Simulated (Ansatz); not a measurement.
# 1T-TiO2 monolayer in a perpendicular field, part 2 of 2

What dipole does a perpendicular field induce in the 1T-TiO2 monolayer, and does the gap follow? A positive field points along +c.

Ansatz 0.2.0; plane-wave DFT, PBE-D3(BJ), Ansatz PAW.

So far, gap on the k-mesh (eV): step 2 (relaxing the slab) 2.76.

### Step 3. Single point, field 0, start network

A sawtooth potential applies the field, turning back in the middle of the vacuum. With the dipole correction the typed value is the field outside the slab. The induced dipole is small, so the SCF threshold is tight.

The cell differs from the one that the last finished run ended in (c 35.961 → 19.938 Å).

input.yaml

```yaml
crystal:
  lattice:
    - [2.9774784755, 0.0, 0.0]
    - [-1.4887392378, 2.578571999, 0.0]
    - [0.0, 0.0, 19.937621802]
  atoms:
    - { symbol: O, position: [0.6666666667, 0.3333333333, 0.4514079006] }
    - { symbol: Ti, position: [0.0, 0.0, 0.5] }
    - { symbol: O, position: [0.3333333333, 0.6666666667, 0.5485920994] }
kpoints:
  mp_grid: { grid: [18, 18, 1] }
  band_path:
    path: [[0, 0, 0], [0.5, 0, 0], [0.33333333, 0.33333333, 0], [0, 0, 0]]
    npoints: 16
hamiltonian:
  xc: pbe
  dispersion: d3bj
scf:
  occupations: { method: fermi_dirac, width: 0.02585 }
  convergence: { dr2_threshold: 1.0e-10 }
efield:
  axis: 3
  dipole_correction: true
  ramp_position: 0.97
  ramp_width: 0.06
  amplitude: 0
output:
  dos: { projected: true, e_range: [-6, 5] }
  write_potential: true
  write_density: true
  volumetric_format: npy
  elf: true
```

Launch:

```bash
ansatz run input.yaml --threads 2 --pin off --max-ram 3072MiB --backend cpu --events-out ev --progress --plain --runs-dir out
```

Numbers of over 12 decimals in the logs are rounded to 6 here.

The log of the run:

```text
[...]
Crystal: 3 atoms, lattice volume = 153.074 Å³
Basis set: ecut = 420 eV, 2923 PW (Γ)
Bands: 16, of which v1, the nominal top of the filled ones, is band 12 counted from 1 (11 counted from 0)
Symmetry: 6 space group operations
k-points: 37 of 324 (time reversal used)
[...]
SCF iter   1: F=—  HF=-3638.722580 eV  |F-HF|=—  |Δ(HF+E_count)|=         —  Δρ=2.64e-3  dr2=4.57e-3  ethr=1.77e-3  p=0.000 e·Å  D=8.26e-14 V/Å  ΔV_dip=-0.00 eV  dr2_dipole=1.29e-8  V_vac-E_F(+/−)=6.78/6.78 eV  ⟨swp⟩=7.5  Hψ=3539  notcnv=0
efield: sawtooth ramp at fractional position 0.9700 (set: `efield.ramp_position`, or a place that a band, a saddle search or an elastic batch's reference lends), width 0.0600; the density the first Hamiltonian is built on has a dipole p = 0.000 e·Å; the dipole correction subtracts the counter field D = 8.26e-14 V/Å, which shifts the + side's vacuum level by -0.00 eV against the − side's; the planar-averaged density in the ramp window peaks in size at 2.9e-6 e/Å³
[...]
SCF iter   2: F=—  HF=-3638.723042 eV  |F-HF|=—  |Δ(HF+E_count)|=   4.61e-4  Δρ=2.34e-3  dr2=7.58e-3  ethr=1.91e-5  p=0.000 e·Å  D=8.73e-5 V/Å  ΔV_dip=-0.00 eV  dr2_dipole=1.51e-7  V_vac-E_F(+/−)=6.83/6.83 eV  ⟨swp⟩=3.8  Hψ=1821  notcnv=0
[...]
SCF iter  10: F=-3638.722147 eV  HF=-3638.722147 eV  |F-HF|=1.73e-11  |Δ(HF+E_count)|=  2.14e-10  Δρ=1.33e-7  dr2=1.83e-11  ethr=1.00e-12  p=0.000 e·Å  D=7.07e-7 V/Å  ΔV_dip=-0.00 eV  dr2_dipole=1.19e-12  V_vac-E_F(+/−)=6.92/6.92 eV  ⟨swp⟩=3.9  Hψ=1931  notcnv=0
SCF 1 converged in 10 iterations: F = -3638.722147 eV  dr2 = 1.83e-11
[...]
NSCF: frozen V_eff on 49 k-points
efield: sawtooth ramp at fractional position 0.9700 (kept from the solve that this one continues, or follows in the run), width 0.0600; the density the first Hamiltonian is built on has a dipole p = 0.000 e·Å; the dipole correction subtracts the counter field D = 7.07e-7 V/Å, which shifts the + side's vacuum level by -0.00 eV against the − side's; the planar-averaged density in the ramp window peaks in size at 2.4e-6 e/Å³
[...]
SCF converged after 10 iterations
Free energy (F): -3638.722147 eV
[...]
Internal energy: -3638.722147 eV  (E = F + TS)
E sigma→0 (E₀):  -3638.722147 eV
Fermi energy:    -3.505403 eV
Dipole field:    D = -0.000001 V/Å  (p = -0.000001 e·Å, saw-weighted, corrected)
Work function:   Φ+ = 6.9213 eV   Φ− = 6.9213 eV
Levels:          The Fermi level and band energies are counted from a zero that moves with the ramp; work functions are not
[...]
--- Band table (eV; the first three rows and the last of 37) ---
  k-point 0: bands = [... 8 lower, -8.5107, -5.5525, -5.0688, -5.0688, -2.1587, -2.1587, -0.4464, 2.0373]
  k-point 1: bands = [... 8 lower, -8.4782, -5.4910, -5.2263, -5.1416, -2.1105, -2.0798, -0.4579, 1.9161]
  k-point 2: bands = [... 8 lower, -8.3851, -5.6876, -5.3284, -5.2829, -2.0038, -1.8782, -0.4949, 1.6383]
  k-point 36: bands = [... 8 lower, -7.6632, -6.3483, -6.3483, -5.9740, -1.9319, -0.8720, -0.8720, 1.4623]
```

Elapsed: 10 s, on 2 threads of Arm Neoverse V1, shared host; peak memory 0.4 GiB.

This step gave:

```
gap on the k-mesh                  : 2.746 eV
dipole along the normal            : -8.22e-7 e·Å
gap along the path                 : 2.738 eV
smallest direct gap along the path : 2.910 eV
ionisation energy, upper face      : 8.313 eV
electron affinity, upper face      : 5.575 eV
gap, the smaller of path and mesh  : 2.738 eV
```

Running mean over a fixed 2.5 Å (it still follows the layers) of the planar mean; the ramp of the sawtooth is left out. Table of electron's electrostatic potential energy less the Fermi level by z:

| z (Å) | electron's electrostatic potential energy less the Fermi level (eV) |
| --- | --- |
| 2.81 | 6.92 |
| 3.25 | 6.92 |
| 3.54 | 6.92 |
| 3.99 | 6.92 |
| 4.28 | 6.92 |
| 4.73 | 6.92 |
| 5.17 | 6.92 |
| 5.46 | 6.92 |
| 5.91 | 6.92 |
| 6.35 | 6.90 |
| 6.65 | 6.87 |
| 7.09 | 6.65 |
| 7.38 | 6.02 |
| 7.83 | 3.87 |
| 8.27 | 0.786 |
| 8.57 | -1.43 |
| 9.01 | -4.82 |
| 9.45 | -7.93 |
| 9.75 | -9.39 |
| 10.19 | -9.39 |
| 10.49 | -7.93 |
| 10.93 | -4.82 |
| 11.37 | -1.43 |
| 11.67 | 0.786 |
| 12.11 | 3.87 |
| 12.55 | 6.02 |
| 12.85 | 6.65 |
| 13.29 | 6.87 |
| 13.59 | 6.90 |
| 14.03 | 6.92 |
| 14.47 | 6.92 |
| 14.77 | 6.92 |
| 15.21 | 6.92 |
| 15.65 | 6.92 |
| 15.95 | 6.92 |
| 16.39 | 6.92 |
| 16.69 | 6.92 |
| 17.13 | 6.92 |

The density of states has structure finer than the step of the table below, so its rows give means over 0.2 eV, whole bins alone (the curve runs from -6 to 3.32 eV). Peaks (eV: height): -5.12: 11.0, -4.59: 6.72, -3.11: 12.0, -1.45: 6.46, 1.66: 7.54, 2.41: 21.4, 2.49: 15.5.

Density of states against energy, zero at the Fermi level of the run, which the smearing sets inside the gap; means over each step:

| energy (eV) | density of states (states/eV a cell) |
| --- | --- |
| -5.8 | 0.844 |
| -5.6 | 1.17 |
| -5.4 | 1.46 |
| -5.2 | 4.28 |
| -5.0 | 3.59 |
| -4.8 | 3.97 |
| -4.6 | 4.56 |
| -4.4 | 3.04 |
| -4.2 | 2.23 |
| -4.0 | 2.29 |
| -3.8 | 2.24 |
| -3.6 | 0.958 |
| -3.4 | 2.21 |
| -3.2 | 5.70 |
| -3.0 | 4.19 |
| -2.8 | 2.87 |
| -2.6 | 2.56 |
| -2.4 | 1.32 |
| -2.2 | 1.74 |
| -2.0 | 3.02 |
| -1.8 | 2.07 |
| -1.6 | 2.59 |
| -1.4 | 2.28 |
| -1.2 | 0 |
| -1.0 | 0 |
| -0.8 | 0 |
| -0.6 | 0 |
| -0.4 | 0 |
| -0.2 | 0 |
| 0.0 | 0 |
| 0.2 | 0 |
| 0.4 | 0 |
| 0.6 | 0 |
| 0.8 | 0 |
| 1.0 | 0 |
| 1.2 | 0 |
| 1.4 | 0.619 |
| 1.6 | 3.86 |
| 1.8 | 5.13 |
| 2.0 | 2.31 |
| 2.2 | 1.37 |
| 2.4 | 8.34 |
| 2.6 | 6.62 |
| 2.8 | 1.60 |
| 3.0 | 1.30 |
| 3.2 | 0 |

Projected DOS per atom over height of the atomic layer and energy from the Fermi level. Layers: O Ti O from below.

Values in states/eV, 22 rows by 3 columns, each cell a mean:
```
0.07 0.34 0.07
0.38 2.97 0.38
0.27 3.67 0.27
0.33 3.52 0.33
0.06 1.21 0.06
0.00 0.00 0.00
0.00 0.00 0.00
0.00 0.00 0.00
0.00 0.00 0.00
0.00 0.00 0.00
0.00 0.00 0.00
1.22 0.04 1.22
1.21 0.11 1.21
0.68 0.17 0.68
1.39 0.45 1.39
1.65 0.75 1.65
0.62 0.24 0.62
0.92 0.49 0.92
1.38 1.03 1.38
1.35 1.18 1.35
0.70 0.63 0.70
0.23 0.24 0.23
```
Columns: height of the atomic layer (Å) from 9 to 10.9; rows upwards: energy from the Fermi level (eV) from -5.96 to 3.31.

The electronic bands at the labelled points (eV, zero at the Fermi level of the run, which the smearing sets inside the gap):

| point | band 9 | band 10 | band 11 | band 12 | band 13 | band 14 | band 15 | band 16 |
| --- | --- | --- | --- | --- | --- | --- | --- | --- |
| Γ | -5.01 | -2.05 | -1.56 | -1.56 | 1.35 | 1.35 | 3.06 | 5.54 |
| halfway | -4.39 | -3.44 | -2.38 | -1.44 | 1.72 | 2.21 | 2.79 | 4.59 |
| M | -3.94 | -3.11 | -2.58 | -2.05 | 1.58 | 2.40 | 2.48 | 5.02 |
| halfway | -3.38 | -3.34 | -2.90 | -2.15 | 1.66 | 2.48 | 2.55 | 5.01 |
| K | -4.16 | -2.84 | -2.84 | -2.47 | 1.57 | 2.63 | 2.63 | 4.97 |
| halfway | -4.24 | -3.31 | -2.89 | -1.42 | 2.05 | 2.17 | 2.67 | 4.73 |
| Γ | -5.01 | -2.05 | -1.56 | -1.56 | 1.35 | 1.35 | 3.06 | 5.54 |

The electronic bands as a text plot (rows in eV, shown from -5.9 to 4.6 only):

```
    4.4 |           +
    3.9 |
    3.5 |
    3.1 |++++++++++                                    ++++++++++
    2.6 |          ++++++++++++++++++++++++++++++++++++
    2.2 |       ++++++++                         ++++++
    1.7 |   +++++++++++++++++++++++++++++++++++++      ++++++
    1.3 |++++                                               +++++
    0.9 |
    0.4 |
    0.0 |
   -0.4 |
   -0.9 |
   -1.3 |        ****                              *******
   -1.7 |********    *****                     ****       *******
   -2.2 |***********      *************     ***          ****  **
   -2.6 |      *    **************     *****          ******
   -3.0 |       ***     *********************************
   -3.5 |          *****        *****              ***
   -3.9 |                 ******     ***  **********
   -4.4 |        *****************      **          *****
   -4.8 | *********               ******************************
   -5.2 |***************            ***      ***    *************
   -5.7 |               ************
         Γ                   M           K                      Γ
```

Electrostatic potential energy in the ca plane at fractional y = 0.000, with atoms of Ti within 0.2 Å of it. With pseudopotentials it is smooth inside the atoms' cores, unlike the true potential.

Values in eV, 5 rows by 16 columns, each cell a mean:
```
  3   3   3   3   3   3   3  -7 -35 -20   1   3   3   3   3   3
  3   3   3   3   3   3   3  -1 -13  -6   2   3   3   3   3   3
  3   3   3   3   3   3   3   0  -4  -2   2   3   3   3   3   3
  3   3   3   3   3   3   3  -3 -22 -10   2   3   3   3   3   3
  3   3   3   3   3   3   2  -9 -37 -23   1   3   3   3   3   3
```
Columns run along c (16.0 Å, from fractional 0.07 to 0.88 of the cell; values clipped at the 3rd and 97th percentile), rows up along a (3.0 Å). Atoms in or near the plane, at fractional coordinates: Ti at (0.50, 0.00).

Valence density in the ca plane at fractional y = 0.000, with atoms of Ti within 0.2 Å of it. It is the smooth field of the valence electrons, not physical close to the nuclei.

Ten steps, logarithmic in the rise over the least value, from '0' (0.00 × 1e0 e/Å³) to '9' (9.22 × 1e0 e/Å³), each cell a mean:
```
00000000000000000000138997310000000000000000
00000000000000000001235765321000000000000000
00000000000000000001333333321000000000000000
00000000000000000012343233432000000000000000
00000000000000000012333333331000000000000000
00000000000000000001234554321000000000000000
00000000000000000000137886310000000000000000
00000000000000000000148998310000000000000000
```
Columns run along c (16.0 Å, from fractional 0.07 to 0.88 of the cell), rows up along a (3.0 Å). Atoms in or near the plane, at fractional coordinates: Ti at (0.50, 0.00).

ELF in the ca plane at fractional y = 0.000, with atoms of Ti within 0.2 Å of it. It is the smooth field of the valence electrons, not physical close to the nuclei.

Values, 5 rows by 16 columns, each cell a mean:
```
0.00 0.00 0.00 0.00 0.00 0.00 0.02 0.10 0.49 0.29 0.05 0.00 0.00 0.00 0.00 0.00
0.00 0.00 0.00 0.00 0.00 0.00 0.13 0.47 0.19 0.38 0.30 0.02 0.00 0.00 0.00 0.00
0.00 0.00 0.00 0.00 0.00 0.01 0.21 0.66 0.26 0.59 0.42 0.03 0.00 0.00 0.00 0.00
0.00 0.00 0.00 0.00 0.00 0.00 0.08 0.30 0.30 0.27 0.20 0.01 0.00 0.00 0.00 0.00
0.00 0.00 0.00 0.00 0.00 0.00 0.01 0.10 0.40 0.32 0.02 0.00 0.00 0.00 0.00 0.00
```
Columns run along c (16.0 Å, from fractional 0.07 to 0.88 of the cell), rows up along a (3.0 Å). Atoms in or near the plane, at fractional coordinates: Ti at (0.50, 0.00).

The gap is 2.74 eV, with the valence edge 8.31 eV and the conduction edge 5.57 eV under the upper vacuum level.

### Step 4. Single point, field 0.1 V/Å

input.yaml, as its differences from that of step 3:

```diff
@@ -23,7 +23,6 @@
   dipole_correction: true
-  ramp_position: 0.97
-  ramp_width: 0.06
-  amplitude: 0
+  ramp_position: 0.9177
+  ramp_width: 0.1645
+  amplitude: 0.1
 output:
-  dos: { projected: true, e_range: [-6, 5] }
   write_potential: true
@@ -31,2 +30 @@
   volumetric_format: npy
-  elf: true
```

The log of the run:

```text
[...]
Crystal: 3 atoms, lattice volume = 153.074 Å³
Basis set: ecut = 420 eV, 2923 PW (Γ)
Bands: 16, of which v1, the nominal top of the filled ones, is band 12 counted from 1 (11 counted from 0)
Symmetry: 6 space group operations
k-points: 37 of 324 (time reversal used)
[...]
--- Band table (eV; the first three rows and the last of 37) ---
  k-point 0: bands = [... 8 lower, -8.5109, -5.5526, -5.0690, -5.0690, -2.1588, -2.1588, -0.4466, 2.0371]
  k-point 1: bands = [... 8 lower, -8.4783, -5.4912, -5.2265, -5.1418, -2.1106, -2.0800, -0.4580, 1.9151]
  k-point 2: bands = [... 8 lower, -8.3853, -5.6878, -5.3285, -5.2830, -2.0039, -1.8784, -0.4951, 1.6373]
  k-point 36: bands = [... 8 lower, -7.6634, -6.3598, -6.3371, -5.9741, -1.9320, -0.8733, -0.8710, 1.4611]
[key lines of the parts left out:]
SCF converged after 13 iterations
Free energy (F): -3638.722787 eV
Fermi energy:    -3.505542 eV
Dipole field:    D = 0.015126 V/Å  (p = 0.012796 e·Å, saw-weighted, corrected)
```

Run time: 12 s. Hardware: 2 threads; peak memory 0.38 GiB.

The dipole is 0.0128 e·Å, and the gap 2.738 eV.

### Step 5. Atoms held, field -0.1 V/Å

input.yaml, as its differences from that of step 4:

```diff
@@ -25,3 +25,3 @@
   ramp_width: 0.1645
-  amplitude: 0.1
+  amplitude: -0.1
 output:
```

The log of the run:

```text
[...]
Crystal: 3 atoms, lattice volume = 153.074 Å³
Basis set: ecut = 420 eV, 2923 PW (Γ)
Bands: 16, of which v1, the nominal top of the filled ones, is band 12 counted from 1 (11 counted from 0)
Symmetry: 6 space group operations
k-points: 37 of 324 (time reversal used)
[...]
--- Band table (eV; the first three rows and the last of 37) ---
  k-point 0: bands = [... 8 lower, -8.5110, -5.5528, -5.0691, -5.0691, -2.1590, -2.1590, -0.4467, 2.0370]
  k-point 1: bands = [... 8 lower, -8.4785, -5.4913, -5.2266, -5.1419, -2.1108, -2.0801, -0.4582, 1.9149]
  k-point 2: bands = [... 8 lower, -8.3854, -5.6880, -5.3287, -5.2832, -2.0041, -1.8785, -0.4952, 1.6371]
  k-point 36: bands = [... 8 lower, -7.6636, -6.3600, -6.3372, -5.9742, -1.9322, -0.8735, -0.8711, 1.4609]
[key lines of the parts left out:]
SCF converged after 14 iterations
Free energy (F): -3638.722787 eV
Fermi energy:    -3.505703 eV
Dipole field:    D = -0.015126 V/Å  (p = -0.012795 e·Å, saw-weighted, corrected)
```

Wall time 12 s (2 threads); peak memory 0.38 GiB; 23 s of CPU time.

The dipole is -0.0128 e·Å, and the gap 2.738 eV.

### Step 6. Response, atoms held

This step: plane-wave DFT, PBE-D3(BJ), Ansatz PAW; response to a field along the normal, atoms held (Ansatz 0.2.0).

The dipoles give the slope, and the difference of two potentials shows where the field is screened.

Numbers from this step:

```yaml
equivalent_conductor_thickness_p_eps_0ae: 3.016 Å
distance_between_the_outer_atoms: 1.938 Å
```

Table of dipole of the cell by applied field:

| applied field (V/Å) | dipole of the cell (e·Å) |
| --- | --- |
| -0.1000 | -0.0128 |
| 0.0000 | -8.2e-7 |
| 0.1000 | 0.0128 |

Local field over the applied field, running mean. From the potentials at -0.1 and 0.1 V/Å; running mean over 2.5 Å. Local field over applied field against z:

z (Å), local field over applied field and a bar from the least value:
```
     4.14      1.000 ##############################
     4.58      1.000 ##############################
     4.87      1.000 ##############################
     5.32      0.999 ##############################
     5.76      0.996 ##############################
     6.20      0.988 ##############################
     6.50      0.976 #############################
     6.94      0.933 ############################
     7.38      0.843 ########################
     7.83      0.713 ####################
     8.12      0.615 ################
     8.57      0.461 ###########
     9.01      0.316 ######
     9.30      0.235 ###
     9.75      0.162 
    10.19      0.162 
    10.63      0.235 ###
    10.93      0.316 ######
    11.37      0.461 ###########
    11.81      0.615 ################
    12.11      0.713 ####################
    12.55      0.843 ########################
    13.00      0.933 ############################
    13.44      0.976 #############################
    13.73      0.988 ##############################
    14.18      0.996 ##############################
    14.62      0.999 ##############################
    15.06      1.000 ##############################
    15.36      1.000 ##############################
    15.80      1.000 ##############################
```

Electrons, planar mean, per unit field. Induced electron density against z:

z (Å), induced electron density (e/Å³ per V/Å) and a bar from the least value:
```
     4.14    0.00000 ###############
     4.43    0.00000 ###############
     4.73    0.00000 ###############
     5.02    0.00000 ###############
     5.46    0.00001 ###############
     5.76    0.00001 ###############
     6.06    0.00003 ###############
     6.35    0.00006 ###############
     6.65    0.00014 ################
     6.94    0.00029 ################
     7.24    0.00058 #################
     7.53    0.00113 ###################
     7.98    0.00268 ##########################
     8.27    0.00381 ##############################
     8.57    0.00351 #############################
     8.86    0.00153 #####################
     9.16    0.00156 #####################
     9.45    0.00072 ##################
     9.75    0.00007 ###############
    10.19   -0.00007 ###############
    10.49   -0.00073 ############
    10.78   -0.00156 #########
    11.08   -0.00153 #########
    11.37   -0.00351 #
    11.67   -0.00381 
    11.96   -0.00268 ####
    12.41   -0.00113 ###########
    12.70   -0.00058 #############
    13.00   -0.00029 ##############
    13.29   -0.00014 ##############
    13.59   -0.00006 ###############
    13.88   -0.00003 ###############
    14.18   -0.00001 ###############
    14.47   -0.00001 ###############
    14.92    0.00000 ###############
    15.21    0.00000 ###############
    15.51    0.00000 ###############
    15.80    0.00000 ###############
```

The smaller of the gaps on the path and on the k-mesh, counted as 0 under 0.03 eV. The gap stays at 2.74 eV for applied field from -0.1 to 0.1 V/Å.

By hand: between -0.1 and 0.1 V/Å the dipole changes by 0.02559 e·Å, a slope of 0.1280 e·Å²/V. A perfect conductor of thickness t has p = ε₀AEt, so t = 180.95 × 0.1280 / 7.678 = 3.02 Å (e/ε₀ = 180.95 V·Å, A in Å²).

The induced dipole is that of a conductor 3.02 Å thick.

### Step 7. Summary of results

```json
{"gap without field": "2.74 eV", "ionisation energy, upper face": "8.31 eV", "electron affinity, upper face": "5.57 eV", "equivalent conductor thickness, atoms held": "3.02 Å"}
```

What this shows: The induced dipole equals that of a perfect conductor 3.02 Å thick, while the outer atoms lie 1.94 Å apart; an out-of-plane ε follows only once a thickness t is chosen, by 1 − 1/ε = 3.02 Å / t. The gap stays within 0.01 eV of 2.74 eV over the fields run, up to 0.1 V/Å in size. Semilocal functionals give gaps that are too small, and excitons are not included.

[Logs are printed without paths, hosts, clocks, repeated set-up lines and the standing remarks that a program may print on its own settings, such as how far it seeks lower states.]

[Hosts, paths, dates, database ids (printed as entryN), source tags and the programs' standing remarks are cut or masked in the printed files.]

[Maps of the electrostatic potential energy from Ansatz leave out the sawtooth potential of an applied field or a dipole correction, so their vacuum need not be flat; planar profiles and work functions include it.]

[The density of states shown here was stored with 400 of the rows of the run's finer table, so its peaks can read low, often by over a quarter, or be missed, and its means over a window can be off by a tenth or more.]
